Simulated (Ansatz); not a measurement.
# Stretching the linear Re chain, moments started antiparallel

Does stretching change the magnetism or the channel count of the linear Re chain, moments started antiparallel?

Program: Ansatz 0.2.0. Level of theory: DFT PBE, plane waves, PAW; relaxation of a chain's period, in the first sound run; inputs show where later runs differ. Results are calculated unless marked as measured.

Most raw output is cut from this account.

**1. Set-up**

The cell holds 2 atoms: 2 Re. Cell: a = 7.500 Å, b = 7.500 Å, c = 5.738 Å, α = 90.0°, β = 90.0°, γ = 90.0°. Vacuum lies along a and b. The structure's axis is c.

**2. The relaxed wire**

Band widths follow the bond lengths, so the chain is relaxed first. The atoms and the third cell vector are free; the box across stays fixed as vacuum. Moments are seeded so that a magnetic state can form if it lies lower. A Fermi-Dirac smearing is set since the result may be a metal. The pressure printed is a third of the stress's trace over the whole box, vacuum included; only the stress along the axis is relaxed.

input.yaml

```yaml
crystal:
  lattice:
    - [7.5, 0.0, 0.0]
    - [0.0, 7.5, 0.0]
    - [0.0, 0.0, 5.738]
  atoms:
    - { symbol: Re, position: [0.5, 0.5, 0.0], spin: 2.0 }
    - { symbol: Re, position: [0.5, 0.5, 0.5], spin: -2.0 }
magnetization:
  spin_polarized: true
kpoints:
  mp_grid: { grid: [1, 1, 14] }
scf:
  occupations: { method: fermi_dirac, width: 0.05 }
hamiltonian:
  xc: pbe
relax:
  cell: { fix: [a, b, alpha, beta, gamma] }
  max_steps: 60
```

Run with:

```sh
$ ansatz run input.yaml --threads 4 --pin off --max-ram 8192MiB --backend cpu --events-out ev --progress --plain --runs-dir out
```

Run time: 6.7 s. Hardware: 4 threads of Arm Neoverse V2, shared host; peak memory 0.59 GiB.

Relaxation path:

```
step  energy less that of the first step (eV)  largest force component (eV/Å)  pressure (GPa)  volume (Å³)
   1                                   0.0000                          0.0000           -2.36       322.76
   2                                  -0.6967                          0.0000           -2.51       307.03
   3                                  -1.3781                          0.0000           -2.21       291.34
   4                                  -1.9037                          0.0000           -1.44       275.60
   5                                  -2.0941                          0.0000            0.12       259.87
   6                                  -2.0972                          0.0000           -0.11       261.58
  7*                                  -2.0940                          0.0000           -0.12       261.58
```

Relaxation steps marked * repeat the geometry before them on a plane-wave basis chosen anew for their cell, so energy and pressure can jump there.

The run keeps the 16 symmetry operations that it works with, so distortions that break them were not tested.

| cell as run | before | after | change |
| --- | --- | --- | --- |
| c (Å) | 5.738 | 4.650 | -19.0 % |

The relaxed structure:

```xyz
2
Lattice="7.5000 0.0000 0.0000 0.0000 7.5000 0.0000 0.0000 0.0000 4.6503" Properties=species:S:1:pos:R:3
Re    3.7500    3.7500    0.0000
Re    3.7500    3.7500    2.3251
```

Numbers from this step:

```yaml
energy_at_zero_smearing: -21725.9247 eV
absolute_moment: 4.792 μB
cell_length_along_the_wire: 4.650 Å
```

Site moment by atom:

```csv
atom,site moment (μB)
Re1,1.44
Re2,-1.44
```

The cell's length comes to 4.650 Å with an absolute moment of 4.79 μB a cell. That is -19 % against the start, more than a small adjustment.

The cell shrank by 19.0 % in its periodic edges.

**3. The chain at a fixed length, period over the relaxed period 0.88, k-mesh 1×1×20**

This step: DFT PBE, plane waves, PAW; channels and complex bands of a perfect chain (Ansatz 0.2.0).

The period is set to 0.88 times the relaxed one: shorter bonds widen the bands.

The cell differs from the one that the last finished run ended in (c 4.650 → 4.092 Å).

input.yaml, the sections that differ from step 2:

```yaml
crystal:
  lattice:
    - [7.5, 0.0, 0.0]
    - [0.0, 7.5, 0.0]
    - [0.0, 0.0, 4.0922385435]
  atoms:
    - { symbol: Re, position: [0.5, 0.5, 0.0], spin: 1.44 }
    - { symbol: Re, position: [0.5, 0.5, 0.5], spin: -1.44 }
kpoints:
  mp_grid: { grid: [1, 1, 20] }
output:
  transmission:
    e_range: [-2, 2]
    de: 0.035
    kmesh: [1, 1]
    reduced_basis: true
    leads: [[0, 0]]
  stress: true
# magnetization, scf, hamiltonian: as in step 2
# relax: removed
```

Run time: 28 s. Hardware: 4 threads; peak memory 0.59 GiB; 97 s of CPU time.

Numbers from this step:

```
energy at zero smearing                                   : -21724.1515 eV
channels at the energy nearest the Fermi level, spin up   : 6
channels at the energy nearest the Fermi level, spin down : 6
conductance of the lead as this run defines it            : 6.000 G₀
band gap                                                  : 0 eV
```

The open channels of the lead by energy, zero at the Fermi level:

```csv
energy (eV),spin up,spin down
-2.00,4,4
-1.90,6,6
-1.79,6,6
-1.69,6,6
-1.58,6,6
-1.48,6,6
-1.37,6,6
-1.23,6,6
-1.12,6,6
-1.02,6,6
-0.92,6,6
-0.81,6,6
-0.70,6,6
-0.60,6,6
-0.49,6,6
-0.39,6,6
-0.28,6,6
-0.18,6,6
-0.07,6,6
-0.01,6,6
0.07,6,6
0.17,6,6
0.28,6,6
0.38,6,6
0.48,6,6
0.59,6,6
0.69,6,6
0.80,6,6
0.91,6,6
1.01,6,6
1.11,6,6
1.22,6,6
1.36,6,6
1.47,6,6
1.57,4,4
1.68,4,4
1.78,4,4
1.89,4,4
1.99,4,4
```

At the computed energy nearest the Fermi level there are 6 spin-up and 6 spin-down channels, and the thermal average gives 6.00 G₀.

**4. At a set period, period over the relaxed period 0.92, k-mesh 1×1×19**

The period is set to 0.92 times the relaxed one: shorter bonds widen the bands.

The cell differs from the one that the last finished run ended in (c 4.092 → 4.278 Å).

input.yaml: that of step 3 with these lines changed.

```diff
@@ -4,3 +4,3 @@
     - [0.0, 7.5, 0.0]
-    - [0.0, 0.0, 4.0922385435]
+    - [0.0, 0.0, 4.2782493864]
   atoms:
@@ -11,3 +11,3 @@
 kpoints:
-  mp_grid: { grid: [1, 1, 20] }
+  mp_grid: { grid: [1, 1, 19] }
 scf:
```

It took 33 s on 4 threads; peak memory 0.68 GiB; 2 min of CPU time.

At the computed energy nearest the Fermi level there are 4 spin-up and 4 spin-down channels, and the thermal average gives 4.45 G₀.

Between step 3 and this run (period over the relaxed period 0.92 and k-mesh 1×1×19) the value for the conductance of the lead as this run defines it moves from 6.00 G₀ to 4.45 G₀ (-26 %).

**5. At a set period, period over the relaxed period 0.96, k-mesh 1×1×18**

The period is set to 0.96 times the relaxed one: shorter bonds widen the bands.

The cell differs from the one that the last finished run ended in (c 4.278 → 4.464 Å).

input.yaml: that of step 4 with these lines changed.

```diff
@@ -4,3 +4,3 @@
     - [0.0, 7.5, 0.0]
-    - [0.0, 0.0, 4.2782493864]
+    - [0.0, 0.0, 4.4642602293]
   atoms:
@@ -11,3 +11,3 @@
 kpoints:
-  mp_grid: { grid: [1, 1, 19] }
+  mp_grid: { grid: [1, 1, 18] }
 scf:
```

Elapsed: 32 s, on 4 threads; peak memory 0.65 GiB; 2 min of CPU time.

At the computed energy nearest the Fermi level there are 4 spin-up and 4 spin-down channels, and the thermal average gives 3.91 G₀.

For the conductance of the lead as this run defines it, step 3 gave 6.00 G₀; this run, with period over the relaxed period 0.96 and k-mesh 1×1×18, gives 3.91 G₀ (-35 %).

**6. At a set period, period over the relaxed period 1, k-mesh 1×1×18**

The period is set to 1.0 times the relaxed one, as the point of reference.

input.yaml: that of step 5 with these lines changed.

```diff
@@ -4,3 +4,3 @@
     - [0.0, 7.5, 0.0]
-    - [0.0, 0.0, 4.4642602293]
+    - [0.0, 0.0, 4.6502710722]
   atoms:
```

The job ended after 30 s (4 threads; peak memory 0.57 GiB).

Open channels of the lead against energy, zero at the Fermi level:

```
energy (eV)  spin up  spin down
     -2.000        4          4
     -1.895        1          1
     -1.790        3          3
     -1.685        3          3
     -1.615        3          3
     -1.510        1          1
     -1.405        1          1
     -1.300        1          1
     -1.195        0          0
     -1.090        2          2
     -0.985        3          3
     -0.915        3          3
     -0.810        3          3
     -0.705        3          3
     -0.600        3          3
     -0.495        3          3
     -0.390        3          3
     -0.285        3          3
     -0.215        3          3
     -0.110        3          3
     -0.005        4          4
      0.100        4          4
      0.205        4          4
      0.310        4          4
      0.415        6          6
      0.485        6          6
      0.590        6          6
      0.695        6          6
      0.800        6          6
      0.905        4          4
      1.010        4          4
      1.115        4          4
      1.185        4          4
      1.290        4          4
      1.395        4          4
      1.500        3          3
      1.605        3          3
      1.710        3          3
      1.815        3          3
      1.885        1          1
```

At the computed energy nearest the Fermi level there are 4 spin-up and 4 spin-down channels, and the thermal average gives 3.83 G₀.

**7. At a set period, period over the relaxed period 1.04, k-mesh 1×1×17**

The period is set to 1.04 times the relaxed one: longer bonds narrow the bands.

The cell differs from the one that the last finished run ended in (c 4.650 → 4.836 Å).

input.yaml: that of step 6 with these lines changed.

```diff
@@ -4,3 +4,3 @@
     - [0.0, 7.5, 0.0]
-    - [0.0, 0.0, 4.6502710722]
+    - [0.0, 0.0, 4.8362819151]
   atoms:
@@ -11,3 +11,3 @@
 kpoints:
-  mp_grid: { grid: [1, 1, 18] }
+  mp_grid: { grid: [1, 1, 17] }
 scf:
```

The job ended after 29 s (4 threads; peak memory 0.54 GiB).

At the computed energy nearest the Fermi level there are 3 spin-up and 3 spin-down channels, and the thermal average gives 3.00 G₀. The change of length costs 0.100 eV a cell and leaves an absolute moment of 5.47 μB a cell.

Between step 3 and this run (period over the relaxed period 1.04 and k-mesh 1×1×17) the value for the conductance of the lead as this run defines it moves from 6.00 G₀ to 3.00 G₀ (-50 %).

**8. The chain at a fixed length, period over the relaxed period 1.08, k-mesh 1×1×16**

The period is set to 1.08 times the relaxed one: longer bonds narrow the bands.

The cell differs from the one that the last finished run ended in (c 4.836 → 5.022 Å).

input.yaml: that of step 7 with these lines changed.

```diff
@@ -4,3 +4,3 @@
     - [0.0, 7.5, 0.0]
-    - [0.0, 0.0, 4.8362819151]
+    - [0.0, 0.0, 5.022292758]
   atoms:
@@ -11,3 +11,3 @@
 kpoints:
-  mp_grid: { grid: [1, 1, 17] }
+  mp_grid: { grid: [1, 1, 16] }
 scf:
```

Wall time 31 s (4 threads); peak memory 0.58 GiB; 1.8 min of CPU time.

At the computed energy nearest the Fermi level there are 3 spin-up and 3 spin-down channels, and the thermal average gives 3.00 G₀. The change of length costs 0.382 eV a cell and leaves an absolute moment of 6.00 μB a cell.

**9. At a set period, period over the relaxed period 1.13, k-mesh 1×1×16**

The period is set to 1.13 times the relaxed one: longer bonds narrow the bands.

The cell differs from the one that the last finished run ended in (c 5.022 → 5.255 Å).

input.yaml: that of step 8 with these lines changed.

```diff
@@ -4,3 +4,3 @@
     - [0.0, 7.5, 0.0]
-    - [0.0, 0.0, 5.022292758]
+    - [0.0, 0.0, 5.2548063116]
   atoms:
```

It took 31 s on 4 threads; peak memory 0.56 GiB; 1.9 min of CPU time.

Open channels of the lead against energy, zero at the Fermi level:

```
energy (eV)  spin up  spin down
     -2.000        3          3
     -1.895        4          4
     -1.790        3          3
     -1.685        0          0
     -1.615        0          0
     -1.510        1          1
     -1.405        1          1
     -1.300        1          1
     -1.195        1          1
     -1.090        1          1
     -0.985        1          1
     -0.915        1          1
     -0.810        1          1
     -0.705        1          1
     -0.600        1          1
     -0.495        3          3
     -0.390        3          3
     -0.285        3          3
     -0.215        3          3
     -0.110        3          3
     -0.005        3          3
      0.100        3          3
      0.205        3          3
      0.310        3          3
      0.415        4          4
      0.485        4          4
      0.590        4          4
      0.695        4          4
      0.800        6          6
      0.905        3          3
      1.010        3          3
      1.115        3          3
      1.185        3          3
      1.290        3          3
      1.395        3          3
      1.500        3          3
      1.605        3          3
      1.710        3          3
      1.815        3          3
      1.885        1          1
```

At the computed energy nearest the Fermi level there are 3 spin-up and 3 spin-down channels, and the thermal average gives 3.00 G₀. The change of length costs 0.880 eV a cell and leaves an absolute moment of 6.60 μB a cell.

**10. The chain at a fixed length, period over the relaxed period 1.2, k-mesh 1×1×15**

The period is set to 1.2 times the relaxed one: longer bonds narrow the bands.

The cell differs from the one that the last finished run ended in (c 5.255 → 5.580 Å).

input.yaml: that of step 9 with these lines changed.

```diff
@@ -4,3 +4,3 @@
     - [0.0, 7.5, 0.0]
-    - [0.0, 0.0, 5.2548063116]
+    - [0.0, 0.0, 5.5803252866]
   atoms:
@@ -11,3 +11,3 @@
 kpoints:
-  mp_grid: { grid: [1, 1, 16] }
+  mp_grid: { grid: [1, 1, 15] }
 scf:
```

Run time: 26 s. Hardware: 4 threads; peak memory 0.56 GiB.

At the computed energy nearest the Fermi level there are 3 spin-up and 3 spin-down channels, and the thermal average gives 3.00 G₀. The change of length costs 1.694 eV a cell and leaves an absolute moment of 7.39 μB a cell.

For the conductance of the lead as this run defines it, step 3 gave 6.00 G₀; this run, with period over the relaxed period 1.2 and k-mesh 1×1×15, gives 3.00 G₀ (-50 %).

**11. The chain at a fixed length, period over the relaxed period 1.3, k-mesh 1×1×14**

The period is set to 1.3 times the relaxed one: longer bonds narrow the bands.

The cell differs from the one that the last finished run ended in (c 5.580 → 6.045 Å).

input.yaml: that of step 10 with these lines changed.

```diff
@@ -4,3 +4,3 @@
     - [0.0, 7.5, 0.0]
-    - [0.0, 0.0, 5.5803252866]
+    - [0.0, 0.0, 6.0453523938]
   atoms:
@@ -11,3 +11,3 @@
 kpoints:
-  mp_grid: { grid: [1, 1, 15] }
+  mp_grid: { grid: [1, 1, 14] }
 scf:
```

Run time: 31 s. Hardware: 4 threads; peak memory 0.61 GiB.

At the computed energy nearest the Fermi level there are 3 spin-up and 3 spin-down channels, and the thermal average gives 2.97 G₀. The change of length costs 2.800 eV a cell and leaves an absolute moment of 8.41 μB a cell.

Between step 3 and this run (period over the relaxed period 1.3 and k-mesh 1×1×14) the value for the conductance of the lead as this run defines it moves from 6.00 G₀ to 2.97 G₀ (-50 %).

**12. Comparing the runs**

Times are for 4 threads of Arm Neoverse V2, shared host. Results by setting:

```
no.  period over the relaxed period  conductance of the lead as this run defines it (G₀)  absolute moment (μB)  energy at zero smearing less the lowest (eV)  time  memory (GiB)
  1                            0.88                                                6.000                     0                                         1.762  28 s          0.59
  2                            0.92                                                4.446                 2.784                                        0.6870  33 s          0.68
  3                            0.96                                                3.913                 3.884                                        0.1516  32 s          0.65
  4                               1                                                3.827                 4.707                                             0  30 s          0.57
  5                            1.04                                                3.004                 5.467                                       0.09956  29 s          0.54
  6                            1.08                                                3.001                 5.999                                        0.3815  31 s          0.58
  7                            1.13                                                3.000                 6.597                                        0.8804  31 s          0.56
  8                             1.2                                                3.000                 7.391                                         1.694  26 s          0.56
  9                             1.3                                                2.973                 8.413                                         2.800  31 s          0.61
```

**13. A repeat with changed settings**

This step: DFT PBE, plane waves, PAW; channels and complex bands of a perfect chain; changed: output.transmission.leads = [[0, 5]], scf.max_iter = 100 (Ansatz 0.2.0).

The input of the run at the relaxed period is made doubtful on purpose.

input.yaml: that of step 11 with these lines changed.

```diff
@@ -4,3 +4,3 @@
     - [0.0, 7.5, 0.0]
-    - [0.0, 0.0, 6.0453523938]
+    - [0.0, 0.0, 4.6502710722]
   atoms:
@@ -11,5 +11,6 @@
 kpoints:
-  mp_grid: { grid: [1, 1, 14] }
+  mp_grid: { grid: [1, 1, 18] }
 scf:
   occupations: { method: fermi_dirac, width: 0.05 }
+  max_iter: 100
 hamiltonian:
@@ -22,3 +23,3 @@
     reduced_basis: true
-    leads: [[0, 0]]
+    leads: [[0, 5]]
   stress: true
```

Run time: 0.03 s. Hardware: 4 threads; peak memory 0.07 GiB.

The input was rejected at the start.

The program's message: “Error: inconsistent input (output.transmission.leads, crystal): the lead [0, 5] names a site that the cell does not have: it has 2, counted from 0.”

The change that led to it: output.transmission.leads = [[0, 5]].

**14. What came out**

* relaxed cell length: 4.650 Å
* conductance at period × 0.88: 6.00 G₀
* conductance at period × 1.0: 3.83 G₀
* conductance at period × 1.13: 3.00 G₀
* conductance at period × 1.3: 2.97 G₀
* absolute moment at period × 0.88: 0 μB
* absolute moment at period × 1.0: 4.71 μB
* absolute moment at period × 1.3: 8.41 μB

In these runs no moment survives at the shortest period, and one is present from a factor of 0.92 on: longer bonds narrow the bands, which favours exchange splitting. The conductance goes from 6.00 G₀ at the shortest period to 2.97 G₀ at the longest, while the magnetic state changes too. At the relaxed period it is a straight line with bonds of 2.33 Å, as the straight start enforces by symmetry. Transport is coherent and elastic here: the atoms are frozen, so scattering by vibrations plays no part. Spin-orbit coupling is left out, which matters for the bands of heavy atoms. No search over magnetic orders was made; another may lie lower. One term of the program's error estimate for a conductance, of a junction or of the perfect wire, reaches 17 % in this session. Conductances of a perfect chain off the multiples of half a G0 come from band edges within the thermal window; the square box also splits pairs of bands that an isolated chain keeps degenerate, which moves such edges.

[Logs are printed without paths, hosts, clocks, repeated set-up lines and the standing remarks that a program may print on its own settings, such as how far it seeks lower states.]

[Hosts, paths, dates, database ids (printed as entryN), source tags and the programs' standing remarks are cut or masked in the printed files.]
